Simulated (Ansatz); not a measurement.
# 1T-SnO2 monolayer in a perpendicular field, part 2 of 4

Wanted: the out-of-plane response of the 1T-SnO2 monolayer. A positive field points along +c.

Ansatz 0.2.0; plane-wave DFT, PBE-D3(BJ), Ansatz PAW (the session's first sound run).

So far. Step 2 (Relaxation): The lattice constant a goes from 3.220 to 3.216 Å.

### 3. Atoms held, field 0

A sawtooth potential applies the field, turning back in the middle of the vacuum. With the dipole correction the typed value is the field outside the slab. The induced dipole is small, so the SCF threshold is tight.

The cell differs from the one that the last finished run ended in (c 27.378 → 20.031 Å).

Contents of input.yaml:

```yaml
crystal:
  lattice:
    - [3.2155122495, 0.0, 0.0]
    - [-1.6077561247, 2.7847152942, 0.0]
    - [0.0, 0.0, 20.0311143723]
  atoms:
    - { symbol: O, position: [0.6666666667, 0.3333333333, 0.449301014] }
    - { symbol: Sn, position: [0.0, 0.0, 0.5] }
    - { symbol: O, position: [0.3333333333, 0.6666666667, 0.550698986] }
kpoints:
  mp_grid: { grid: [18, 18, 1] }
  band_path:
    path: [[0, 0, 0], [0.5, 0, 0], [0.33333333, 0.33333333, 0], [0, 0, 0]]
    npoints: 16
hamiltonian:
  xc: pbe
  dispersion: d3bj
scf:
  occupations: { method: fermi_dirac, width: 0.02585 }
  convergence: { dr2_threshold: 1.0e-10 }
efield:
  axis: 3
  dipole_correction: true
  ramp_position: 0.97
  ramp_width: 0.06
  amplitude: 0
output:
  dos: { projected: true, e_range: [-6, 5] }
  bader: true
  write_potential: true
  write_density: true
  volumetric_format: npy
  elf: true
```

On the command line:

```
> ansatz run input.yaml --threads 2 --pin off --max-ram 3072MiB --backend cpu --events-out ev --progress --plain --runs-dir out
```

Numbers of over 12 decimals in the logs are rounded to 6 here.

Log:

```text
[...]
Crystal: 3 atoms, lattice volume = 179.364 Å³
Basis set: ecut = 420 eV, 3571 PW (Γ)
Bands: 17, of which v1, the nominal top of the filled ones, is band 13 counted from 1 (12 counted from 0)
Symmetry: 6 space group operations
k-points: 37 of 324 (time reversal used)
[...]
SCF iter   1: F=—  HF=-7158.871922 eV  |F-HF|=—  |Δ(HF+E_count)|=         —  Δρ=1.46e-3  dr2=2.57e-3  ethr=1.77e-3  p=0.000 e·Å  D=7.23e-14 V/Å  ΔV_dip=-0.00 eV  dr2_dipole=2.30e-9  V_vac-E_F(+/−)=6.82/6.82 eV  ⟨swp⟩=9.8  Hψ=4348  notcnv=0
efield: sawtooth ramp at fractional position 0.9700 (set: `efield.ramp_position`, or a place that a band, a saddle search or an elastic batch's reference lends), width 0.0600; the density the first Hamiltonian is built on has a dipole p = 0.000 e·Å; the dipole correction subtracts the counter field D = 7.23e-14 V/Å, which shifts the + side's vacuum level by -0.00 eV against the − side's; the planar-averaged density in the ramp window peaks in size at 5.0e-7 e/Å³
[...]
SCF iter   2: F=—  HF=-7158.871922 eV  |F-HF|=—  |Δ(HF+E_count)|=   4.81e-7  Δρ=9.65e-4  dr2=8.39e-4  ethr=9.88e-6  p=-0.000 e·Å  D=-3.41e-5 V/Å  ΔV_dip=0.00 eV  dr2_dipole=1.98e-8  V_vac-E_F(+/−)=6.93/6.93 eV  ⟨swp⟩=3.4  Hψ=1901  notcnv=0
[...]
SCF iter  10: F=-7158.871961 eV  HF=-7158.871961 eV  |F-HF|=6.82e-11  |Δ(HF+E_count)|=   2.00e-9  Δρ=2.10e-7  dr2=7.56e-11  ethr=1.00e-12  p=0.000 e·Å  D=8.35e-7 V/Å  ΔV_dip=-0.00 eV  dr2_dipole=3.29e-12  V_vac-E_F(+/−)=6.96/6.96 eV  ⟨swp⟩=4.7  Hψ=2977  notcnv=0
SCF 1 converged in 10 iterations: F = -7158.871961 eV  dr2 = 7.56e-11
[...]
NSCF: frozen V_eff on 49 k-points
efield: sawtooth ramp at fractional position 0.9700 (kept from the solve that this one continues, or follows in the run), width 0.0600; the density the first Hamiltonian is built on has a dipole p = 0.000 e·Å; the dipole correction subtracts the counter field D = 8.35e-7 V/Å, which shifts the + side's vacuum level by -0.00 eV against the − side's; the planar-averaged density in the ramp window peaks in size at 2.6e-6 e/Å³
[...]
SCF converged after 10 iterations
Free energy (F): -7158.871961 eV
[...]
Internal energy: -7158.871961 eV  (E = F + TS)
E sigma→0 (E₀):  -7158.871961 eV
Fermi energy:    -3.500108 eV
Dipole field:    D = -0.000002 V/Å  (p = -0.000002 e·Å, saw-weighted, corrected)
Work function:   Φ+ = 6.9604 eV   Φ− = 6.9605 eV
Levels:          The Fermi level and band energies are counted from a zero that moves with the ramp; work functions are not
[...]
--- Band table (eV; the first three rows and the last of 37) ---
  k-point 0: bands = [... 9 lower, -6.0333, -5.5846, -5.5846, -5.4500, -2.2084, 0.9130, 3.1691, 3.2712]
  k-point 1: bands = [... 9 lower, -6.1256, -5.7364, -5.5375, -5.3103, -2.0464, 1.0296, 3.2197, 3.3332]
  k-point 2: bands = [... 9 lower, -6.3364, -5.8970, -5.4552, -5.1932, -1.6261, 1.3430, 3.3657, 3.5197]
  k-point 36: bands = [... 9 lower, -8.3855, -7.4291, -5.0369, -5.0369, 1.4258, 5.0300, 5.4317, 5.4317]
--- Bader charges: 3 sites ---
  site symbol  charge [e]  shift [e]
     0      O     -1.1819     0.0060
     1     Sn      2.3638     0.0121
     2      O     -1.1819     0.0060
  estimated error of the sums over rays = 4.5e-4 e
```

Elapsed: 21 s, on 2 threads of Arm Neoverse V2, shared host; peak memory 0.44 GiB.

Numbers from this step:

```
gap on the k-mesh                  : 2.684 eV
dipole along the normal            : -1.73e-6 e·Å
gap along the path                 : 2.681 eV
smallest direct gap along the path : 3.225 eV
ionisation energy, upper face      : 8.350 eV
electron affinity, upper face      : 5.669 eV
gap, the smaller of path and mesh  : 2.681 eV
```

Running mean over a fixed 2.5 Å (it still follows the layers) of the planar mean; the ramp of the sawtooth is left out. The electron's electrostatic potential energy less the Fermi level by z:

```tsv
z (Å)	electron's electrostatic potential energy less the Fermi level (eV)
3.0	6.96
3.5	6.96
4.0	6.96
4.5	6.96
5.0	6.96
5.5	6.96
6.0	6.95
6.5	6.93
7.0	6.76
7.5	5.68
8.0	3.03
8.5	0.272
9.0	-1.65
9.5	-4.25
10.0	-5.91
10.5	-4.42
11.0	-1.77
11.5	0.144
12.0	2.84
12.5	5.56
13.0	6.74
13.5	6.92
14.0	6.95
14.5	6.96
15.0	6.96
15.5	6.96
16.0	6.96
16.5	6.96
17.0	6.96
```

The density of states has structure finer than the step of the table below, so its rows give means over 0.2 eV, whole bins alone (the curve runs from -6 to 3.29 eV). Peaks (eV: height): -5.15: 4.86, -4.24: 2.81, -2.64: 12.1, -1.78: 11.9, -1.45: 11.7.

Table of density of states by energy, zero at the Fermi level of the run, which the smearing sets inside the gap; means over each step:

energy (eV), density of states (states/eV a cell) and a bar:
```
     -5.8        0.4 ##
     -5.6        0.4 ##
     -5.4        1.8 #########
     -5.2        3.1 ###############
     -5.0        2.0 ##########
     -4.8        1.5 ########
     -4.6        1.6 ########
     -4.4        1.8 #########
     -4.2        2.3 ###########
     -4.0        1.6 ########
     -3.8        1.6 ########
     -3.6        1.5 #######
     -3.4        1.4 #######
     -3.2        1.4 #######
     -3.0        1.5 #######
     -2.8        2.0 ##########
     -2.6        4.5 #######################
     -2.4        1.4 #######
     -2.2        0.3 ##
     -2.0        3.6 ##################
     -1.8        6.0 ##############################
     -1.6        3.9 ###################
     -1.4        6.0 ##############################
     -1.2        0.0 
     -1.0        0.0 
     -0.8        0.0 
     -0.6        0.0 
     -0.4        0.0 
     -0.2        0.0 
      0.0        0.0 
      0.2        0.0 
      0.4        0.0 
      0.6        0.0 
      0.8        0.0 
      1.0        0.0 
      1.2        0.0 
      1.4        0.1 #
      1.6        0.2 #
      1.8        0.2 #
      2.0        0.2 #
      2.2        0.2 #
      2.4        0.2 #
      2.6        0.3 #
      2.8        0.3 #
      3.0        0.3 ##
```

Projected DOS per atom over height of the atomic layer and energy from the Fermi level. Layers: O Sn O from below.

Ten even steps from '0' (0.00 states/eV) to '9' (2.85 states/eV), each cell a mean:
```
000
000
000
000
000
000
000
000
000
000
000
909
505
303
303
202
202
212
212
212
212
000
```
Columns: height of the atomic layer (Å) from 9 to 11.0; rows upwards: energy from the Fermi level (eV) from -5.96 to 3.22.

The electronic bands at the labelled points (eV, zero at the Fermi level of the run, which the smearing sets inside the gap):

```tsv
point	band 10	band 11	band 12	band 13	band 14	band 15	band 16	band 17
Γ	-2.53	-2.08	-2.08	-1.95	1.29	4.41	6.67	6.77
halfway	-3.52	-2.65	-1.81	-1.55	3.25	5.77	7.47	8.01
M	-4.23	-2.56	-1.75	-1.51	4.07	6.09	9.10	10.18
halfway	-4.63	-3.13	-1.75	-1.44	4.52	7.02	9.02	10.11
K	-4.89	-3.93	-1.54	-1.54	4.93	8.53	8.93	8.93
halfway	-3.81	-2.55	-2.05	-1.48	3.66	6.41	7.38	8.44
Γ	-2.53	-2.08	-2.08	-1.95	1.29	4.41	6.67	6.77
```

The electronic bands as a text plot (rows in eV, shown from -7.7 to 6.8 only):

```
    6.5 |+++                   +++                 +++       ++++
    5.9 |        ++++++++++++++                       +++
    5.3 |      ++                                        +++
    4.7 |++++++                   +++++++++++++++           +++++
    4.1 |             ++++++++++++               +++
    3.5 |          +++                              +++
    2.9 |       +++                                    +++
    2.3 |    +++                                          ++
    1.6 |  ++                                               ++++
    1.0 |++                                                     +
    0.4 |
   -0.2 |
   -0.8 |
   -1.4 |      *********************************************
   -2.0 |*****************************      *********************
   -2.6 |*************************                 **************
   -3.2 |   *******               ***          ****      ****
   -3.8 |      **********            **********    *******
   -4.4 |          **    ***********         ****** ***
   -5.0 |******      ****          *****************        *****
   -5.6 |      **        **********                      ***
   -6.2 |        ****                               *****
   -6.8 |            ***                         ***
   -7.4 |               *************************
         Γ                   M           K                      Γ
```

Valence density in the ca plane at fractional y = 0.000, with atoms of Sn within 0.2 Å of it. It is the smooth field of the valence electrons, not physical close to the nuclei.

Ten steps, logarithmic in the rise over the least value, from '0' (0 e/Å³) to '9' (13 e/Å³), each cell a mean:
```
00000000000000000000147996310000000000000000
00000000000000000000124664210000000000000000
00000000000000000001222222221000000000000000
00000000000000000001222222221000000000000000
00000000000000000001222222221000000000000000
00000000000000000001123443210000000000000000
00000000000000000000136775210000000000000000
00000000000000000000147997310000000000000000
```
Columns run along c (16.0 Å, from fractional 0.08 to 0.87 of the cell), rows up along a (3.2 Å). Atoms in or near the plane, at fractional coordinates: Sn at (0.50, 0.00).

ELF in the ca plane at fractional y = 0.000, with atoms of Sn within 0.2 Å of it. It is the smooth field of the valence electrons, not physical close to the nuclei.

Ten even steps from '0' (0.00) to '9' (0.58), each cell a mean:
```
00000000000000000001232002310000000000000000
00000000000000000012333223332000000000000000
00000000000000000136764234675210000000000000
00000000000000000258995226998420000000000000
00000000000000000247985225897410000000000000
00000000000000000024543333453100000000000000
00000000000000000001233113321000000000000000
00000000000000000000231002310000000000000000
```
Columns run along c (16.0 Å, from fractional 0.08 to 0.87 of the cell), rows up along a (3.2 Å). Atoms in or near the plane, at fractional coordinates: Sn at (0.50, 0.00).

Electrostatic potential energy in the ca plane at fractional y = 0.000, with atoms of Sn within 0.2 Å of it. With pseudopotentials it is smooth inside the atoms' cores, unlike the true potential.

Ten even steps from '0' (-18 eV) to '9' (3 eV), each cell a mean:
```
99999999999999999998504992068999999999999999
99999999999999999998630110478999999999999999
99999999999999999999764224689999999999999999
99999999999999999999876667789999999999999999
99999999999999999999876556789999999999999999
99999999999999999998751002579999999999999999
99999999999999999998611650268999999999999999
99999999999999999997406994058999999999999999
```
Columns run along c (16.0 Å, from fractional 0.08 to 0.87 of the cell; values clipped at the 3rd and 97th percentile), rows up along a (3.2 Å). Atoms in or near the plane, at fractional coordinates: Sn at (0.50, 0.00).

The gap is 2.68 eV, with the valence edge 8.35 eV and the conduction edge 5.67 eV under the upper vacuum level.

### 4. Single point, field 0.03 V/Å

Changes to input.yaml since step 3:

```diff
@@ -25,6 +25,4 @@
   ramp_width: 0.06
-  amplitude: 0
+  amplitude: 0.03
 output:
-  dos: { projected: true, e_range: [-6, 5] }
-  bader: true
   write_potential: true
@@ -32,2 +30 @@
   volumetric_format: npy
-  elf: true
```

Log:

```text
[...]
Crystal: 3 atoms, lattice volume = 179.364 Å³
Basis set: ecut = 420 eV, 3571 PW (Γ)
Bands: 17, of which v1, the nominal top of the filled ones, is band 13 counted from 1 (12 counted from 0)
Symmetry: 6 space group operations
k-points: 37 of 324 (time reversal used)
[...]
--- Band table (eV; the first three rows and the last of 37) ---
  k-point 0: bands = [... 9 lower, -6.0334, -5.5846, -5.5846, -5.4500, -2.2084, 0.9129, 3.1122, 3.3232]
  k-point 1: bands = [... 9 lower, -6.1257, -5.7364, -5.5375, -5.3103, -2.0465, 1.0295, 3.1659, 3.3821]
  k-point 2: bands = [... 9 lower, -6.3365, -5.8970, -5.4552, -5.1932, -1.6261, 1.3429, 3.3218, 3.5591]
  k-point 36: bands = [... 9 lower, -8.3841, -7.4291, -5.0399, -5.0340, 1.4258, 5.0299, 5.4314, 5.4320]
[key lines of the parts left out:]
SCF converged after 12 iterations
Free energy (F): -7158.872028 eV
Fermi energy:    -3.500114 eV
Dipole field:    D = 0.004488 V/Å  (p = 0.004449 e·Å, saw-weighted, corrected)
```

Run time: 11 s. Hardware: 2 threads; peak memory 0.41 GiB.

The dipole is 0.00445 e·Å, and the gap 2.681 eV.

### 5. Atoms held, field -0.03 V/Å

Changes to input.yaml since step 4:

```diff
@@ -25,3 +25,3 @@
   ramp_width: 0.06
-  amplitude: 0.03
+  amplitude: -0.03
 output:
```

Log:

```text
[...]
Crystal: 3 atoms, lattice volume = 179.364 Å³
Basis set: ecut = 420 eV, 3571 PW (Γ)
Bands: 17, of which v1, the nominal top of the filled ones, is band 13 counted from 1 (12 counted from 0)
Symmetry: 6 space group operations
k-points: 37 of 324 (time reversal used)
[...]
--- Band table (eV; the first three rows and the last of 37) ---
  k-point 0: bands = [... 9 lower, -6.0334, -5.5846, -5.5846, -5.4500, -2.2084, 0.9129, 3.1122, 3.3232]
  k-point 1: bands = [... 9 lower, -6.1257, -5.7364, -5.5375, -5.3103, -2.0465, 1.0295, 3.1659, 3.3821]
  k-point 2: bands = [... 9 lower, -6.3365, -5.8970, -5.4552, -5.1932, -1.6261, 1.3429, 3.3218, 3.5591]
  k-point 36: bands = [... 9 lower, -8.3841, -7.4291, -5.0399, -5.0340, 1.4258, 5.0299, 5.4314, 5.4320]
[key lines of the parts left out:]
SCF converged after 12 iterations
Free energy (F): -7158.872028 eV
Fermi energy:    -3.500115 eV
Dipole field:    D = -0.004488 V/Å  (p = -0.004449 e·Å, saw-weighted, corrected)
```

Run time: 11 s. Hardware: 2 threads; peak memory 0.41 GiB; 22 s of CPU time.

The dipole is -0.00445 e·Å, and the gap 2.681 eV.

### 6. Single point, field 0.15 V/Å

Changes to input.yaml since step 5:

```diff
@@ -25,3 +25,3 @@
   ramp_width: 0.06
-  amplitude: -0.03
+  amplitude: 0.15
 output:
```

Log:

```text
[...]
Crystal: 3 atoms, lattice volume = 179.364 Å³
Basis set: ecut = 420 eV, 3571 PW (Γ)
Bands: 17, of which v1, the nominal top of the filled ones, is band 13 counted from 1 (12 counted from 0)
Symmetry: 6 space group operations
k-points: 37 of 324 (time reversal used)
[...]
--- Band table (eV; the first three rows and the last of 37) ---
  k-point 0: bands = [... 9 lower, -6.0351, -5.5842, -5.5842, -5.4507, -2.2093, 0.9112, 2.7020, 3.4968]
  k-point 1: bands = [... 9 lower, -6.1271, -5.7360, -5.5374, -5.3109, -2.0474, 1.0276, 2.7600, 3.5550]
  k-point 2: bands = [... 9 lower, -6.3376, -5.8969, -5.4553, -5.1938, -1.6271, 1.3404, 2.9325, 3.7236]
  k-point 36: bands = [... 9 lower, -8.3790, -7.4296, -5.0520, -5.0229, 1.4251, 5.0279, 5.4293, 5.4322]
[key lines of the parts left out:]
SCF converged after 12 iterations
Free energy (F): -7158.873630 eV
Fermi energy:    -3.500600 eV
Dipole field:    D = 0.022447 V/Å  (p = 0.022250 e·Å, saw-weighted, corrected)
```

Wall time 12 s (2 threads); peak memory 0.41 GiB; 22 s of CPU time.

The dipole is 0.0223 e·Å, and the gap 2.680 eV.

### 7. Atoms held, field 0.25 V/Å

Changes to input.yaml since step 6:

```diff
@@ -25,3 +25,3 @@
   ramp_width: 0.06
-  amplitude: 0.15
+  amplitude: 0.25
 output:
```

Log:

```text
[...]
Crystal: 3 atoms, lattice volume = 179.364 Å³
Basis set: ecut = 420 eV, 3571 PW (Γ)
Bands: 17, of which v1, the nominal top of the filled ones, is band 13 counted from 1 (12 counted from 0)
Symmetry: 6 space group operations
k-points: 37 of 324 (time reversal used)
[...]
--- Band table (eV; the first three rows and the last of 37) ---
  k-point 0: bands = [... 9 lower, -6.0381, -5.5835, -5.5835, -5.4521, -2.2110, 0.9078, 2.2913, 3.2006]
  k-point 1: bands = [... 9 lower, -6.1297, -5.7352, -5.5371, -5.3122, -2.0492, 1.0239, 2.3508, 3.2555]
  k-point 2: bands = [... 9 lower, -6.3398, -5.8966, -5.4555, -5.1949, -1.6290, 1.3354, 2.5290, 3.4165]
  k-point 36: bands = [... 9 lower, -8.3756, -7.4306, -5.0627, -5.0141, 1.4239, 5.0241, 5.4266, 5.4313]
[key lines of the parts left out:]
SCF converged after 11 iterations
Free energy (F): -7158.876597 eV
Fermi energy:    -3.501507 eV
Dipole field:    D = 0.037418 V/Å  (p = 0.037089 e·Å, saw-weighted, corrected)
```

Elapsed: 12 s, on 2 threads; peak memory 0.41 GiB.

The dipole is 0.0371 e·Å, and the gap 2.678 eV.

### 8. Single point, field -0.25 V/Å

Changes to input.yaml since step 7:

```diff
@@ -25,4 +25,6 @@
   ramp_width: 0.06
-  amplitude: 0.25
+  amplitude: -0.25
 output:
+  dos: { projected: true, e_range: [-6, 5] }
+  bader: true
   write_potential: true
@@ -30 +32,2 @@
   volumetric_format: npy
+  elf: true
```

Log:

```text
[...]
Crystal: 3 atoms, lattice volume = 179.364 Å³
Basis set: ecut = 420 eV, 3571 PW (Γ)
Bands: 17, of which v1, the nominal top of the filled ones, is band 13 counted from 1 (12 counted from 0)
Symmetry: 6 space group operations
k-points: 37 of 324 (time reversal used)
[...]
k-point 2: bands = [... 9 lower, -6.3398, -5.8966, -5.4555, -5.1949, -1.6290, 1.3354, 2.5290, 3.4165]
  k-point 36: bands = [... 9 lower, -8.3756, -7.4306, -5.0627, -5.0141, 1.4239, 5.0241, 5.4266, 5.4313]
--- Bader charges: 3 sites ---
  site symbol  charge [e]  shift [e]
     0      O     -1.1744     0.0060
     1     Sn      2.3638     0.0121
     2      O     -1.1894     0.0060
  estimated error of the sums over rays = 5.3e-4 e
[key lines of the parts left out:]
SCF converged after 12 iterations
Free energy (F): -7158.876597 eV
Fermi energy:    -3.501511 eV
Dipole field:    D = -0.037419 V/Å  (p = -0.037091 e·Å, saw-weighted, corrected)
```

Elapsed: 22 s, on 2 threads; peak memory 0.42 GiB.

The dipole is -0.0371 e·Å, and the gap 2.678 eV.

[end of part 2 of 4]

[Logs are printed without paths, hosts, clocks, repeated set-up lines and the standing remarks that a program may print on its own settings, such as how far it seeks lower states.]

[Hosts, paths, dates, database ids (printed as entryN), source tags and the programs' standing remarks are cut or masked in the printed files.]

[Maps of the electrostatic potential energy from Ansatz leave out the sawtooth potential of an applied field or a dipole correction, so their vacuum need not be flat; planar profiles and work functions include it.]

[The density of states shown here was stored with 400 of the rows of the run's finer table, so its peaks can read low, often by over a quarter, or be missed, and its means over a window can be off by a tenth or more.]
